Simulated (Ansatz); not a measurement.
# Lattice dynamics of In2S (model cell, started as antifluorite), part 2 of 2

Aim: the vibrations of In2S (model cell, started as antifluorite), their spectra, and whether the structure is stable.

Ansatz 0.2.0; DFT PBEsol, scalar-relativistic, plane waves, PAW.

So far. Step 3 (Tight relaxation): The forces vanish by symmetry and the pressure is 0.007 GPa, within the tolerances set. The cell now holds 28.32 Å³/atom. Step 4 (Zone-centre response): Before it was imposed, the acoustic sum rule was missed by 4.2e-5 eV/Å². Small misses are needed for a sound result but don't prove that mesh and cutoff are converged. The lowest optical mode is real, 80.5 cm⁻¹. The relaxed cell has a = 6.978 Å (conventional setting).

The structure was built from a prototype and need not be the compound's stable phase.

**5. Response at finite wavevector**

Stability and thermal properties need the whole zone. Linear response on a 2×2×2 q mesh gives force constants as far as a supercell of that size would.

File input.yaml:

```yaml
crystal:
  lattice:
    - [0.0, 3.4890740757, 3.4890740757]
    - [3.4890740757, 0.0, 3.4890740757]
    - [3.4890740757, 3.4890740757, 0.0]
  atoms:
    - { symbol: S, position: [0.0, 0.0, 0.0] }
    - { symbol: In, position: [0.25, 0.25, 0.25] }
    - { symbol: In, position: [0.75, 0.75, 0.75] }
kpoints:
  mp_grid: { grid: [10, 10, 10] }
hamiltonian:
  xc: pbesol
scf:
  occupations: { method: methfessel_paxton, width: 0.15 }
output:
  eigenvalues: true
phonons:
  method: dfpt
  qmesh: [2, 2, 2]
  temperatures: { t_max: 1000, t_step: 50 }
  qpath:
    path:
      - [[0.0, 0.0, 0.0], [0.5, 0.0, 0.5], [0.625, 0.25, 0.625]]
      - [[0.375, 0.375, 0.75], [0.0, 0.0, 0.0], [0.5, 0.5, 0.5], [0.5, 0.25, 0.75], [0.5, 0.0, 0.5]]
    npoints: 10
```

Started as:

```sh
$ ansatz run input.yaml --threads 4 --pin off --max-ram 7168MiB --backend cpu --events-out ev --progress --plain --runs-dir out
```

Numbers of over 12 decimals in the logs are rounded to 6 here.

The log of the run:

```text
Warning: phonons: the dynamical matrix that this run interpolates holds no multipole term above the dipole-dipole one, and a site of this crystal is no centre of inversion, so its interpolated transverse optical and acoustic branches and sound speeds can stay off near Gamma, and the density of states and the thermodynamics with them. What a run solves at a wave vector of phonons.qpoints, Gamma apart, where the deck admits one, is free of this, and under fd what a larger phonons.supercell samples
[...]
Crystal: 3 atoms, lattice volume = 84.949 Å³
Basis set: ecut = 420 eV, 1639 PW (Γ), exchange–correlation on 72×72×72 points (8 copies of the dense FFT grid, shifted against one another)
Bands: 20, of which v1, the nominal top of the filled ones, is band 16 counted from 1 (15 counted from 0)
Symmetry: 48 space group operations
k-points: 47 of 1000
[...]
SCF iter   1: F=—  HF=-11935.738572 eV  |F-HF|=—  |Δ(HF+E_count)|=         —  Δρ=4.09e-3  dr2=2.52e-2  ethr=1.77e-3  ⟨swp⟩=5.2  Hψ=4302  notcnv=0
[...]
SCF iter  10: F=-11935.730375 eV  HF=-11935.730375 eV  |F-HF|=7.28e-12  |Δ(HF+E_count)|=  2.73e-11  S|Δr|=    0.00e0  Δρ=1.91e-8  dr2=2.38e-13  ethr=1.00e-12  ⟨swp⟩=5.1  Hψ=4026  notcnv=0
SCF 1 converged in 10 iterations: F = -11935.730375 eV  dr2 = 2.38e-13
[...]
SCF iter   6: F=-11935.730375 eV  HF=-11935.730375 eV  |F-HF|=1.82e-12  |Δ(HF+E_count)|=  2.00e-11  S|Δr|=    0.00e0  Δρ=1.29e-7  dr2=7.12e-12  ethr=1.00e-12  ⟨swp⟩=1.0  Hψ=2068  notcnv=0
SCF 2 converged in 6 iterations: F = -11935.730375 eV  dr2 = 7.12e-12
phonons: the bands overlap, so this run is a metal and interpolates without the dipole-dipole term. If the crystal is really an insulator or semiconductor, its LO-TO splitting is missing
NSCF: frozen V_eff on 47 k-points
[...]
DFPT response loops at q = (0, 0, 0) (fractional): preconditioner auto → Kerker (q_TF=auto, 2.319 Å⁻¹) (partly filled bands, converged f_vac=0.042); β = 1.00, the filter's whole step (`scf.mixing.beta` (0.50) is not read by the response loops under this deck's `scf.mixing.preconditioner`; to damp them name `kerker` or `kerker_dos`, under which they read `scf.mixing.beta`, and type it under 1.00, their step now; both keys bind the ground state too); Broyden in place of MSR1
[...]
SCF converged after 10 iterations
[...]
Free energy (F): -11935.730375 eV
[...]
Internal energy: -11935.729741 eV  (E = F + TS)
E sigma→0 (E₀):  -11935.730217 eV
Entropy (-TS):   -0.000634 eV (-0.211 meV/atom)
Fermi energy:    7.432970 eV
[...]
--- Band table (eV; the first three rows and the last of 47) ---
  k-point 0: bands = [... 12 lower, 4.4537, 4.4537, 4.4537, 6.4965, 7.8604, 7.8604, 7.8604, 12.4343]
  k-point 1: bands = [... 12 lower, 4.3980, 4.3980, 4.4684, 6.0423, 7.9846, 7.9846, 8.6340, 11.9524]
  k-point 2: bands = [... 12 lower, 4.1225, 4.2675, 4.2675, 6.0691, 8.2732, 8.2732, 9.6566, 11.4460]
  k-point 46: bands = [... 12 lower, 1.6815, 2.9957, 5.9988, 7.0590, 7.3402, 8.5855, 10.8945, 11.5588]
--- Phonons (Γ-DFPT): 2 representative perturbations + reference (Σ response iterations 6) ---
  ASR residual: 4.203e-5 → 0.000e0 eV/Å²; symmetrization residual: 3.548e-6 eV/Å²
  ASR residual per site (eV/Å²): 1.03e-5 4.20e-5 4.20e-5
  Γ frequencies (cm⁻¹): 0.00 0.00 0.00 80.55 80.55 80.55 119.76 119.76 119.76
--- Phonons (arbitrary-q DFPT): 3 irreducible q on the 2×2×2 mesh ---
  q = [0.0000, 0.0000, 0.0000] (star 1, of the zone-centre solve; hermiticity 4.08e-6, symmetrization 7.23e-12): -0.00 -0.00 0.00 80.55 80.55 80.55 119.76 119.76 119.76
  q = [0.0000, 0.0000, -0.5000] (star 4, 2 solved perturbations on 282 of 1000 k-point pairs; hermiticity 3.98e-6, symmetrization 8.36e-12): -119.58 -52.21 -52.21 61.76 61.76 70.67 78.71 101.11 101.11
  q = [0.0000, -0.5000, -0.5000] (star 3, 4 solved perturbations in 546 linear systems a pass and spin channel, the states on 171 of 1000 k-point pairs; hermiticity 6.23e-6, symmetrization 2.83e-12): -131.30 -131.30 34.55 39.39 39.39 59.41 84.70 100.97 100.97
  sum rule: each row above includes the acoustic sum rule's correction from the zone centre's row sums; it moved no ω² by more than (0.32 cm⁻¹)²
  mesh force constants: q→R imaginary residual 4.62e-17; ASR residual 4.203e-5 → 0.000e0 eV/Å²; symmetrization residual 1.776e-15 eV/Å²
  interpolated dispersion: 62 rows × 9 modes
  density of states and harmonic sums: on the 16×16×16 q-mesh, interpolated from the force constants of a 2×2×2 supercell (no non-analytic term)
  largest difference from the sums on the solved wave vectors: F 1.83e-2 eV, S 3.19e-5 and C_V 1.36e-5 eV/K
  zero-point energy: 0.028854 eV/cell   skipped modes (ω ≤ 0): 394, of them read as no rigid motion or as one in doubt: 391 (2.782e0 modes/cell left out, lowest -131.30 cm⁻¹)   left out of the sums: 3.09e-1 of the cell's modes: C_V's classical limit lies that fraction below 3 k_B per atom; for a crystal, a wire or a layer, F and S can be off by more, and a phonons.interpolated_qmesh denser along its periods is the remedy for the sampling
```

Wall time 48 s (4 threads of Intel Xeon 6975P-C (Granite Rapids), shared host); peak memory 1.5 GiB; 2.9 min of CPU time.

Numbers from this step:

```yaml
sum_rule_residual_before_enforcement: 4.20e-5 eV/Å²
lowest_frequency_on_the_path: -131.3 cm⁻¹
highest_frequency_on_the_path_or_at_a_solved_wavevector: 119.8 cm⁻¹
lowest_mode_on_the_q_mesh_acoustic_modes_at_gamma_apart: -131.3 cm⁻¹
```

Frequencies (cm⁻¹) solved at each irreducible wavevector; negative means imaginary. Frequencies by wavevector, by row:

```tsv
q in reciprocal lattice units	star	mode 1	mode 2	mode 3	mode 4	mode 5	mode 6	mode 7	mode 8	mode 9
0 0 0	1	0	0	0	80.5	80.5	80.5	119.8	119.8	119.8
0 0 -0.5	4	-119.6	-52.2	-52.2	61.8	61.8	70.7	78.7	101.1	101.1
0 -0.5 -0.5	3	-131.3	-131.3	34.5	39.4	39.4	59.4	84.7	101	101
```

Interpolated from a 2×2×2 q mesh. Phonon branches along the path, in cm⁻¹:

```tsv
point	branch 1	branch 2	branch 3	branch 4	branch 5	branch 6	branch 7	branch 8	branch 9
Γ	0	0	0	80	80	80	120	120	120
halfway	-71	-71	48	51	51	62	102	102	102
X	-131	-131	35	39	39	59	85	101	101
halfway	-131	-126	8	35	42	64	85	99	100
U	-128	-109	-55	35	47	72	87	93	98
jump to K	-128	-109	-55	35	47	72	87	93	98
halfway	-65	-62	-29	49	61	70	96	97	107
Γ	0	0	0	80	80	80	120	120	120
halfway	-56	-26	-26	55	71	71	94	108	108
L	-120	-52	-52	62	62	71	79	101	101
halfway	-120	-77	-70	44	53	80	81	93	98
W	-130	-88	-88	32	43	84	84	88	98
halfway	-130	-120	-35	33	42	68	86	96	100
X	-131	-131	35	39	39	59	85	101	101
```

The phonon branches as a text plot (rows in cm⁻¹):

```
    115 |****                    ***********
    104 |   **************   *******      ***********        ****
     94 |       **     **********           **      ***********
     83 |**       *************     ******    *******************
     73 |  ****          *** ** *****    ****   *****       **
     62 |    *** ********    *******       * ********         ***
     52 |      ***        ***   *           **     ******
     41 |    ** ********** *****                      ***********
     31 |   *        ******                              ********
     20 |  *
     10 | *            *          ****   *
     -1 |*                          *****
    -11 | *                       ** *   **
    -21 |  *                     *  *      **                 *
    -32 |   *           *       ****       * *
    -42 |                      * *            **
    -53 |    **          **                 *   ****         *
    -63 |                    ** *                   **      *
    -74 |      *           *****                     ***
    -84 |                      *             *         *****
    -95 |       *          *                  *            *
   -105 |        *        *  **                *            *
   -116 |               **  *                   *******      *
   -126 |         **********                           **********
         Γ           X  U|K            Γ         L        W     X
```

The phonon density of states has structure finer than the step of the table below, so its rows give means over 5 cm⁻¹, whole bins alone (the curve runs from -131 to 121 cm⁻¹). Peaks (cm⁻¹: height): -119.0: 0.0517, 67.0: 0.0827, 87.0: 0.116, 99.0: 0.278.

Tetrahedra on a 16×16×16 mesh, mean over bins of 2 cm-1. Interpolated from a 2×2×2 q mesh. Table of phonon density of states by wavenumber; means over each step:

wavenumber (cm⁻¹), phonon density of states (1/cm⁻¹/cell) and a bar:
```
     -125      0.033 #####
     -120      0.042 ######
     -115      0.032 ####
     -110      0.024 ###
     -105      0.022 ###
     -100      0.021 ###
      -95      0.021 ###
      -90      0.023 ###
      -85      0.023 ###
      -80      0.026 ###
      -75      0.028 ####
      -70      0.030 ####
      -65      0.029 ####
      -60      0.029 ####
      -55      0.028 ####
      -50      0.024 ###
      -45      0.020 ##
      -40      0.017 ##
      -35      0.015 ##
      -30      0.013 #
      -25      0.011 #
      -20      0.010 #
      -15      0.008 #
      -10      0.007 
       -5      0.005 
        0      0.004 
        5      0.004 
       10      0.005 
       15      0.005 
       20      0.005 
       25      0.005 
       30      0.009 #
       35      0.042 ######
       40      0.056 ########
       45      0.072 ###########
       50      0.065 ##########
       55      0.070 ##########
       60      0.074 ###########
       65      0.068 ##########
       70      0.069 ##########
       75      0.059 #########
       80      0.048 #######
       85      0.078 ############
       90      0.095 ##############
       95      0.124 ###################
      100      0.196 ##############################
      105      0.054 ########
      110      0.023 ###
      115      0.012 #
```

Phonopy on the run's constants, 15x15x15 mesh, Gaussian sigma 2.0 cm-1. Interpolated from a 2×2×2 q mesh. Partial phonon density of states against wavenumber; read off at these points; values in 1/cm⁻¹/cell:

```tsv
wavenumber (cm⁻¹)	In	S
-140.0	0	0
-135.0	7.1e-5	6.6e-4
-130.0	0.00195	0.0174
-125.0	0.00322	0.0301
-120.0	0.00347	0.0376
-118.7	0.00351	0.0390
-115.0	0.00306	0.0299
-110.0	0.00250	0.0212
-105.0	0.00255	0.0174
-100.0	0.00315	0.0190
-95.0	0.00314	0.0168
-90.0	0.00391	0.0169
-85.0	0.00486	0.0191
-80.0	0.00628	0.0215
-75.0	0.00697	0.0197
-70.0	0.00827	0.0219
-65.0	0.00875	0.0183
-60.0	0.00979	0.0174
-56.6	0.0129	0.0219
-55.0	0.0110	0.0184
-50.0	0.00918	0.0111
-45.0	0.0107	0.0124
-40.0	0.00826	0.00850
-35.0	0.00899	0.00681
-30.0	0.00872	0.00566
-25.0	0.00656	0.00334
-20.0	0.00751	0.00421
-15.0	0.00587	0.00243
-10.0	0.00429	0.00172
-5.0	0.00226	7.2e-4
0.0	5.4e-4	9.9e-5
5.0	0.00165	8.4e-4
10.0	0.00235	0.00117
15.0	0.00156	6.1e-4
20.0	0.00640	0.00255
25.0	0.00537	0.00222
30.0	0.00788	0.00127
35.0	0.0428	0.00160
40.0	0.0568	0.00109
45.0	0.0702	7.1e-4
50.0	0.0628	0.00119
55.0	0.0676	0.00235
60.0	0.0676	0.00631
65.0	0.0616	0.00765
70.0	0.0593	0.00650
75.0	0.0524	0.00544
80.0	0.0470	0.00437
85.0	0.0710	0.00584
90.0	0.0821	0.0131
95.0	0.0966	0.0261
98.8	0.155	0.0516
100.0	0.139	0.0518
105.0	0.0291	0.0273
110.0	0.00699	0.0161
115.0	0.00243	0.00981
120.0	4.2e-4	0.00239
125.0	0	1.6e-5
130.0	0	0
```

Symmetry leaves 3 wavevectors to solve. The lowest mode among them, the acoustic zeros apart, lies at q = (0, -0.5, -0.5) and is imaginary, 131.3i cm⁻¹, so the energy falls along it.

**6. Another isotope, element In, natural mass 114.818 amu**

An isotope changes the mass and not the force constants, so no new electronic calculation is needed; the shifts show which modes move this element.

The same force constants with the mass of In changed from 114.818 to 112.904 u (phonopy, no LO-TO term). Both lists are sorted by frequency; levels can cross, so a row need not hold one and the same mode. Modes under 3 cm⁻¹ are left out. Isotope shifts, by row:

```tsv
q	rank	natural mass (cm⁻¹)	changed mass (cm⁻¹)
0 0 0	4	80.55	81.23
0 0 0	5	80.55	81.23
0 0 0	6	80.55	81.23
0 0 0	7	119.8	119.9
0 0 0	8	119.8	119.9
0 0 0	9	119.8	119.9
0 0 -0.5	1	-119.6	-119.6
0 0 -0.5	2	-52.21	-52.41
0 0 -0.5	3	-52.21	-52.41
0 0 -0.5	4	61.76	62.28
0 0 -0.5	5	61.76	62.28
0 0 -0.5	6	70.67	71.24
0 0 -0.5	7	78.71	79.37
0 0 -0.5	8	101.1	101.6
0 0 -0.5	9	101.1	101.6
0 -0.5 -0.5	1	-131.3	-131.4
0 -0.5 -0.5	2	-131.3	-131.4
0 -0.5 -0.5	3	34.55	34.85
0 -0.5 -0.5	4	39.39	39.72
0 -0.5 -0.5	5	39.39	39.72
0 -0.5 -0.5	6	59.41	59.41
0 -0.5 -0.5	7	84.7	85.42
0 -0.5 -0.5	8	101	101.7
0 -0.5 -0.5	9	101	101.7
```

A mode of this element alone would shift by +0.84 %. The highest zone-centre frequency without the field goes from 119.8 to 119.9 cm⁻¹ (+0.1 %). The product of the frequency ratios over all optical modes at Γ is 1.029; the product rule, (m/m′)^(3k/2) (M′/M)^(3/2) with k = 2 such atoms and M the mass of the cell, gives 1.029.

**7. Another isotope, element S, natural mass 32.06 amu**

The same for S, from 32.06 to 33.97 u.

A mode of this element alone would shift by -2.85 %. The highest zone-centre frequency without the field goes from 119.8 to 116.8 cm⁻¹ (-2.5 %). The product of the frequency ratios over all optical modes at Γ is 0.927; the product rule, (m/m′)^(3k/2) (M′/M)^(3/2) with k = 1 such atoms and M the mass of the cell, gives 0.927.

**8. Summary of results**

| Property | Result |
| --- | --- |
| space group after relaxation (within 0.01 Å) | Fm-3m |
| volume per atom | 28.3 Å³ |
| electronic character | no gap on this mesh |
| highest optical mode at the zone centre (no LO-TO term) | 120 cm⁻¹ |
| lowest optical zone-centre mode | 80.5 cm⁻¹ |
| lowest mode on the q mesh (acoustic modes at Γ apart) | -131 cm⁻¹ |
| highest frequency on the path or at a solved wavevector | 120 cm⁻¹ |
| imaginary modes on the 2×2×2 q mesh | yes |

**Reading.** Modes are clearly imaginary (beyond 10i cm⁻¹) at 2 of the 3 irreducible wavevectors, most at q = (0, -0.5, -0.5) (131.3i cm⁻¹), so this structure is not a minimum of the energy. The optical modes at Γ span 81 to 120 cm⁻¹. The highest mode in this list at Γ, 119.8 cm⁻¹, is mostly motion of S (88 % of the kinetic energy). With no gap, or one that is small against the smearing, the frequencies hang on the k mesh and the smearing, most of all near Kohn anomalies. A phonon run warned that its eigensolver left some bands unconverged in a pass. The starting cell was built on a prototype and not taken from a measurement, so the phase need not exist. These are harmonic frequencies at zero temperature: anharmonic shifts, linewidths and thermal expansion are left out.

[Logs are printed without paths, hosts, clocks, repeated set-up lines and the standing remarks that a program may print on its own settings, such as how far it seeks lower states.]

[Hosts, paths, dates, database ids (printed as entryN), source tags and the programs' standing remarks are cut or masked in the printed files.]
